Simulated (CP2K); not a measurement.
Consider methylthioacetaldehyde at its PBE geometry (Å).

```xyz
11

C    -1.5408    0.4913   -0.4757
S    -0.9301   -0.3614    1.0010
C     0.8479    0.0485    0.8879
C     1.3623   -0.7850   -0.2568
O     1.5624   -0.3481   -1.3834
H    -1.4499    1.5794   -0.3646
H    -2.6017    0.2259   -0.5657
H    -1.0085    0.1618   -1.3770
H     1.2877   -0.2613    1.8455
H     0.9980    1.1225    0.7217
H     1.4727   -1.8735   -0.0330
```

Method: CP2K XAS_TDP, all-electron GAPW, PBEh(45%), aug-cc-pVDZ, TDA, GW2X-corrected core level, ZORA, spin–orbit coupling.

**Question.** Where do the S L₂,₃-edge lines lie, and how strong are they?

Leading lines: S2 166.54 eV. The leading line of an atom is its first one with 35 % of the strongest within 2.5 eV of its lowest line over the strength cut. Core ionisation energies at this level: S2 170.81/170.90/171.96 eV; the 2p½ level lies 1.11 eV above the 2p3/2 pair.

The first six lines of each atom with a strength over 0.0003:

| atom | energy (eV) | states | strength, one atom | above the computed threshold |
| --- | --- | --- | --- | --- |
| S2 (bonded to 2 C) | 166.52 | 1 | 0.0007 |  |
|  | 166.54 | 1 | 0.0019 |  |
|  | 166.79 | 1 | 0.0005 |  |
|  | 167.53 | 2 | 0.0004 |  |
|  | 167.64 | 2 | 0.0028 |  |
|  | 167.74 | 1 | 0.0030 |  |

Lines are vertical, at one geometry, with no vibrational structure. GW2X ionisation energies and lines can be off by 1 to 2 eV either way, and a good line position may hide errors that cancel. Rydberg lines, and the discretised continuum above threshold, depend on the basis and the box.

[Banner, clock and machine lines of the logs are left out without a mark of their own.]

[Logs are printed without paths, hosts, clocks, repeated set-up lines and the standing remarks that a program may print on its own settings, such as how far it seeks lower states.]

[Hosts, paths, dates, database ids (printed as entryN), source tags and the programs' standing remarks are cut or masked in the printed files.]
